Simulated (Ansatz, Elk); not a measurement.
# How far do independent atoms describe LaFe2Pb2?

Structure refinements treat a crystal as free atoms side by side. For a made-up structure of LaFe2Pb2 (cell and positions from a PBEsol relaxation) the runs below show what the calculated density changes in F(hkl).

Program: Elk 11.2.3 (patched build). Level of theory: DFT, PBE, all-electron APW+lo, Dirac cores, scalar-relativistic bands, static density, ferromagnetic start. Results are calculated unless marked as measured.

The structure was built from a prototype and need not be the compound's stable phase.

### 1. The starting structure

It takes space group I4/mmm (No. 139, tetragonal). The conventional cell has a = 4.315 Å, b = 4.315 Å, c = 12.023 Å, α = 90.00°, β = 90.00°, γ = 90.00°. Pb has 4 Fe at 2.64 Å and 1 Pb at 2.99 Å and 4 La at 3.40 Å nearest. Nearest to La lie 8 Pb at 3.40 Å and 8 Fe at 3.70 Å. Nearest to Fe lie 4 Pb at 2.64 Å and 4 Fe at 3.05 Å and 4 La at 3.70 Å. Farther neighbours are not listed.

### 2. Ground state and structure factors

An all-electron density is needed, since X-rays see the cores too. Task 0 finds the density and task 195 Fourier-transforms it; tshift is off so that phases refer to the origin typed.

Contents of elk.in:

```
tasks
  0
  195
  196

xctype
  20

spinpol
  .true.

rgkmax
  7.0

gmaxvr
  14.0

lmaxo
  7

lmaxapw
  8

swidth
  0.002

tshift
  .false.

ramdisk
  .false.

hmaxvr
  5.5

maxscl
  120

epspot
  1e-06

reducebf
  0.8

sppath
  './'

avec
  -4.07676249876 4.07676249876 11.35965541742
  4.07676249876 -4.07676249876 11.35965541742
  4.07676249876 4.07676249876 -11.35965541742

atoms
  3
  'Pb.in'
  2
  0.3758507181 0.3758507181 0.0000000000   0.000000 0.000000 0.000000
  0.6241492819 0.6241492819 0.0000000000   0.000000 0.000000 0.000000
  'La.in'
  1
  0.0000000000 0.0000000000 0.0000000000   0.000000 0.000000 0.000000
  'Fe.in'
  2
  0.2500000000 0.7500000000 0.5000000000   0.000000 0.000000 -0.130000
  0.7500000000 0.2500000000 0.5000000000   0.000000 0.000000 -0.130000

ngridk
  6 6 6
```

Run with:

```sh
$ OMP_NUM_THREADS=4 elk
```

Numbers of over 12 decimals in the logs are rounded to 6 here.

The log of the run:

```text
┌─────────────────────────┐
│ Elk code version 11.2.3 │
└─────────────────────────┘

All units are atomic (Hartree, Bohr, etc.)

┌─────────────────────────────────────────────────┐
│ Ground-state run starting from atomic densities │
└─────────────────────────────────────────────────┘

Lattice vectors :
  -4.076762499       4.076762499       11.35965542
   4.076762499      -4.076762499       11.35965542
   4.076762499       4.076762499      -11.35965542

Reciprocal lattice vectors :
  0.1732208347E-16  0.7706096822      0.2765570379
  0.7706096822      0.1732208347E-16  0.2765570379
  0.7706096822      0.7706096822     -0.1423660307E-16

Unit cell volume      :    755.1895501
Brillouin zone volume :   0.3284608658

Muffin-tin inner radius fraction :   0.1000000000E-01

Nuclei treated as point charges

Species : 1 (Pb)
 parameters loaded from : Pb.in
 name : lead
 nuclear charge    :   -82.00000000
 electronic charge :    82.00000000
 atomic mass :    377702.4943
 muffin-tin radius :    2.654337214
 number of radial points in muffin-tin :   1393
 inner part over the whole radius :   0.9910183930E-02
 number on inner part of muffin-tin    :    999
 approximate nuclear radius :   0.1047603524E-03
 number of mesh points to nuclear radius :    527
 atomic positions (lattice), magnetic fields (Cartesian) :
  1 :   0.37585072  0.37585072  0.00000000    0.00000000  0.00000000  0.00000000
  2 :  -0.37585072 -0.37585072  0.00000000    0.00000000  0.00000000  0.00000000

Species : 2 (La)
 parameters loaded from : La.in
 name : lanthanum
 nuclear charge    :   -57.00000000
 electronic charge :    57.00000000
 atomic mass :    253209.2366
 muffin-tin radius :    2.800000000
 number of radial points in muffin-tin :   1393
 inner part over the whole radius :   0.9924947902E-02
 number on inner part of muffin-tin    :    996
 approximate nuclear radius :   0.9226798129E-04
 number of mesh points to nuclear radius :    505
 atomic positions (lattice), magnetic fields (Cartesian) :
  1 :   0.00000000  0.00000000  0.00000000    0.00000000  0.00000000  0.00000000

Species : 3 (Fe)
 parameters loaded from : Fe.in
 name : iron
 nuclear charge    :   -26.00000000
 electronic charge :    26.00000000
 atomic mass :    101799.2075
 muffin-tin radius :    2.275146183
 number of radial points in muffin-tin :    993
 inner part over the whole radius :   0.9897031492E-02
 number on inner part of muffin-tin    :    699
 approximate nuclear radius :   0.7160107270E-04
 number of mesh points to nuclear radius :    333
 atomic positions (lattice), magnetic fields (Cartesian) :
  1 :   0.25000000 -0.25000000  0.50000000    0.00000000  0.00000000 -0.13000000
  2 :  -0.25000000  0.25000000  0.50000000    0.00000000  0.00000000 -0.13000000

Total number of atoms per unit cell :    5
Total muffin-tin volume :    347.2839308
 ratio of muffin-tin to unit cell volume :   0.4598632631

Spin treatment :
 spin-polarised
 global magnetic field (Cartesian) :    0.000000000       0.000000000       0.000000000
 collinear magnetisation in z-direction

Number of Bravais lattice symmetries :   16
Number of crystal symmetries         :   16
Crystal has inversion symmetry
Real symmetric eigensolver will be used

k-point grid :      6     6     6
k-point offset :    0.000000000       0.000000000       0.000000000
k-point set is reduced with full crystal symmetry group
Total number of k-points :       30

Muffin-tin radius times maximum |G+k| :    7.000000000
 using average radius
Maximum |G+k| for APW functions       :    2.764838598
Maximum (1/2)|G+k|²                   :    3.822166236
Maximum |G| for potential and density :    14.00000000
Constant for pseudocharge density :   10
 order of it for each species :   17  17  17
 order of it for pair densities of each species (exact exchange by exxq0 0: 18) :   11  12   7
Radial integration step length :    1

G-vector grid sizes :     60    60    60
Number of G-vectors :    35015

Maximum angular momentum used for
[...]
[... loops 3 to 20 left out ...]

┌──────────────────┐
│ Loop number : 21 │
└──────────────────┘

Energies :
 Fermi                       :     0.300343
 sum of occupied eigenvalues :     -32593.771769720
 electron kinetic            :      60414.479424867
 core electron kinetic       :      59820.015792952
 Coulomb                     :     -112218.13186415
 Coulomb potential           :     -91574.377477802
 nuclear-nuclear             :     -4442.6238509944
 electron-nuclear            :     -124065.74727026
 Hartree                     :      16290.239257103
 Madelung                    :     -66430.943125252
 xc potential                :     -1433.5989293024
 xc effective B-field        :    -0.274753
 external B-field            :      0.000000
 exchange                    :     -1081.1888627992
 correlation                 :     -15.670317701462
 electron entropic           :    -0.12797403040997E-02
 total energy                :     -52900.512899527
 (external B-field energy excluded from total)

Density of states at Fermi energy :    93.75640249
 (states/Hartree/unit cell)

Estimated indirect band gap :   0.8843725701E-03
 from k-point 9 to k-point 1
Estimated direct band gap   :   0.2424794383E-02
 at k-point 9

Charges :
 core                        :    202.0000000
 valence                     :    71.00000000
 interstitial                :    8.492755595
 muffin-tins (core leakage)
  species : 1 (Pb)
[...]
species : 2 (La)
[...]
species : 3 (Fe)
[...]
total in muffin-tins        :    264.5072444
 total calculated charge     :    272.9945819
 total charge                :    273.0000000
 error                       :   0.5418145539E-02

Moments :
 interstitial                :  -0.2941978752E-02
 muffin-tins
  species : 1 (Pb)
[...]
species : 2 (La)
[...]
species : 3 (Fe)
[...]
total in muffin-tins        :    5.175709998
 total moment                :    5.172768020

RMS change in Kohn-Sham potential (target) :   0.4083931628E-06 (  0.1000000000E-05)
Absolute change in total energy (target)   :   0.4125195846E-04 (  0.1000000000E-03)

Convergence targets achieved

┌──────────────────┐
│ Loop number : 22 │
└──────────────────┘

Energies :
 Fermi                       :     0.300343
 sum of occupied eigenvalues :     -32593.771783516
 electron kinetic            :      60414.479407098
 core electron kinetic       :      59820.015822004
 Coulomb                     :     -112218.13185730
 Coulomb potential           :     -91574.377494221
 nuclear-nuclear             :     -4442.6238509944
 electron-nuclear            :     -124065.74723355
 Hartree                     :      16290.239227249
 Madelung                    :     -66430.943110188
 xc potential                :     -1433.5989106965
 xc effective B-field        :    -0.274759
 external B-field            :      0.000000
 exchange                    :     -1081.1888616665
 correlation                 :     -15.670317447239
 electron entropic           :    -0.12797141559721E-02
 total energy                :     -52900.512909028
 (external B-field energy excluded from total)

Density of states at Fermi energy :    93.75375645
 (states/Hartree/unit cell)

Estimated indirect band gap :   0.8846544192E-03
 from k-point 9 to k-point 1
Estimated direct band gap   :   0.2425015400E-02
 at k-point 9

Charges :
 core                        :    202.0000000
 valence                     :    71.00000000
 interstitial                :    8.492759285
 muffin-tins (core leakage)
  species : 1 (Pb)
[...]
species : 2 (La)
   atom 1                    :    54.52421874     (  0.2162705409E-03)
  species : 3 (Fe)
   atom 1                    :    24.60718736     ( -0.2227363147E-06)
   atom 2                    :    24.60718736     ( -0.2227363147E-06)
 total in muffin-tins        :    264.5072407
 total calculated charge     :    272.9945819
 total charge                :    273.0000000
 error                       :   0.5418141988E-02

Moments :
 interstitial                :  -0.2950001983E-02
 muffin-tins
  species : 1 (Pb)
[...]
species : 2 (La)
   atom 1                    :  -0.5750739931E-02
  species : 3 (Fe)
   atom 1                    :    2.634268695
   atom 2                    :    2.634268695
 total in muffin-tins        :    5.175762434
 total moment                :    5.172812432

┌──────────────────────────────┐
│ Self-consistent loop stopped │
└──────────────────────────────┘

Warning : the lowest level lies among the core levels :   -2.951267907      -2.463693472

Warning : core states of species 1 leak from the muffin-tin :   0.2425825579E-02

Warning : core states of species 2 leak from the muffin-tin :   0.2162705409E-03

Wrote STATE.OUT
```

Wall time 6 min (4 threads of Arm Neoverse V2, shared host); peak memory 0.64 GiB.

SFACRHO.OUT:

```text

h k l indices transformed by vhmat matrix:
   1.000000000       0.000000000       0.000000000    
   0.000000000       1.000000000       0.000000000    
   0.000000000       0.000000000       1.000000000    

      h      k      l  multipl.   |H|            Re(F)            Im(F)           |F|

      0      0      0      1   0.0000000       273.00000      0.30564286E-16   273.00000    
     -1     -1      1      2  0.55311408       6.1212698     -0.14437128E-13   6.1212698    
     -1      0      0      8  0.81873260      -57.284889     -0.31441081E-13   57.284889    
      0      0     -1      4   1.0898067       149.52369     -0.23351161E-13   149.52369    
      2      2     -2      2   1.1062282      -54.473164      0.99742567E-13   54.473164    
      1      2     -2      8   1.1323398       147.17151     -0.41921441E-13   147.17151    
      1      1     -2      8   1.2221349       89.037166      0.99596959E-14   89.037166    
     -1      1      1      4   1.5412194       214.54121     -0.19325482E-13   214.54121    
     -3     -1      2      8   1.5528745      -127.88155     -0.14222119E-12   127.88155    
      3      2     -2      8   1.5830143       139.15458     -0.89083063E-13   139.15458    
      0      2      0      8   1.6374652       7.0056819      0.32643422E-13   7.0056819    
      3      3     -3      2   1.6593422       1.4053726      0.62037278E-13   1.4053726    
     -1      2      0     16   1.7451877      -50.264538      0.41921441E-13   50.264538    
     -1     -3      1      8   1.8971288      -51.208709     -0.55789176E-13   51.208709    
      2      1     -3     16   1.9124724       126.94110     -0.36681261E-13   126.94110    
      4      2     -3      8   1.9852192       68.824438      0.80001859E-14   68.824438    
     -4     -3      4      8   2.0836375      -44.067695     -0.14148486E-12   44.067695    
      2     -2      0      4   2.1796133       188.94569     -0.88430505E-15   188.94569
```

Elk indexes on the primitive cell of elk.in and gives |H| = 4π sin θ/λ in inverse bohr. Below, one row stands for each form hkl of the conventional cell (m members, Friedel mates merged), F is for one primitive cell and the density is static (no thermal factor). Free-atom factors are Waasmaier and Kirfel's, and R is Σm||F|−|F'||/Σm|F|.

```tsv
hkl	m	sin θ/λ (Å⁻¹)	abs F, DFT	neutral atoms	diff.
002	2	0.083	6.121	6.285	-0.163
101	8	0.123	57.285	57.444	-0.159
110	4	0.164	149.524	149.958	-0.434
004	2	0.166	54.473	54.663	-0.190
103	8	0.170	147.172	147.314	-0.142
112	8	0.184	89.037	89.024	+0.013
200	4	0.232	214.541	215.059	-0.518
114	8	0.234	127.882	128.365	-0.483
105	8	0.238	139.155	139.273	-0.118
202	8	0.246	7.006	6.731	+0.275
006	2	0.249	1.405	1.137	+0.269
211	16	0.262	50.264	50.463	-0.198
204	8	0.285	51.209	51.168	+0.041
213	16	0.288	126.941	127.015	-0.074
116	8	0.298	68.824	68.879	-0.055
107	8	0.313	44.068	44.134	-0.067
220	4	0.328	188.946	188.894	+0.052
215	16	0.332	123.767	123.696	+0.071
008	2	0.333	187.487	187.541	-0.054
222	8	0.338	7.339	7.331	+0.008
206	8	0.341	2.453	2.325	+0.127
301	8	0.350	46.022	46.000	+0.022
```

### 3. The magnetisation density

The same run holds the spin density, and task 196 transforms it. The order is that of the start, and no other was tried.

SFACMAG_1.OUT:

```text

h k l indices transformed by vhmat matrix:
   1.000000000       0.000000000       0.000000000    
   0.000000000       1.000000000       0.000000000    
   0.000000000       0.000000000       1.000000000    

      h      k      l  multipl.   |H|            Re(F)            Im(F)           |F|

      0      0      0      1   0.0000000       5.1728126     -0.12055932E-17   5.1728126    
     -1     -1      1      2  0.55311408      -4.8947537     -0.14865185E-14   4.8947537    
     -1      0      0      8  0.81873260     -0.22634351E-01  -0.0000000      0.22634351E-01
      0      0     -1      4   1.0898067      -4.2995411     -0.22580787E-14   4.2995411    
      2      2     -2      2   1.1062282       4.3109771     -0.26237806E-14   4.3109771    
      1      2     -2      8   1.1323398      0.43085989E-02  -0.0000000      0.43085989E-02
      1      1     -2      8   1.2221349       3.9600495      0.91529946E-15   3.9600495    
     -1      1      1      4   1.5412194       3.3092377     -0.17078297E-14   3.3092377    
     -3     -1      2      8   1.5528745      -3.2797400     -0.21188873E-14   3.2797400    
      3      2     -2      8   1.5830143      0.43006337E-01  -0.0000000      0.43006337E-01
      0      2      0      8   1.6374652      -3.1363107      0.27464250E-14   3.1363107    
      3      3     -3      2   1.6593422      -3.0576126      0.43549886E-14   3.0576126    
     -1      2      0     16   1.7451877     -0.35857023E-01  -0.0000000      0.35857023E-01
     -1     -3      1      8   1.8971288       2.6055394      0.42864316E-14   2.6055394    
      2      1     -3     16   1.9124724      0.37549512E-01  -0.0000000      0.37549512E-01
      4      2     -3      8   1.9852192       2.4714837     -0.18306527E-15   2.4714837
```

The total moment is 5.17 μB a cell; sphere moments: Pb1 -0.04, Pb2 -0.04, La3 -0.01, Fe4 +2.63, Fe5 +2.63 μB. Polarised neutrons measure spin and orbital magnetisation together; without spin-orbit coupling the run gives the spin part:

```tsv
hkl	sin θ/λ (Å⁻¹)	abs F_M (μB)
002	0.083	4.895
101	0.123	0.023
110	0.164	4.300
004	0.166	4.311
103	0.170	0.004
112	0.184	3.960
200	0.232	3.309
114	0.234	3.280
105	0.238	0.043
202	0.246	3.136
006	0.249	3.058
211	0.262	0.036
204	0.285	2.606
213	0.288	0.037
```

(Part 1 of 2 ends here.)

[Logs are printed without paths, hosts, clocks, repeated set-up lines and the standing remarks that a program may print on its own settings, such as how far it seeks lower states.]

[Hosts, paths, dates, database ids (printed as entryN), source tags and the programs' standing remarks are cut or masked in the printed files.]
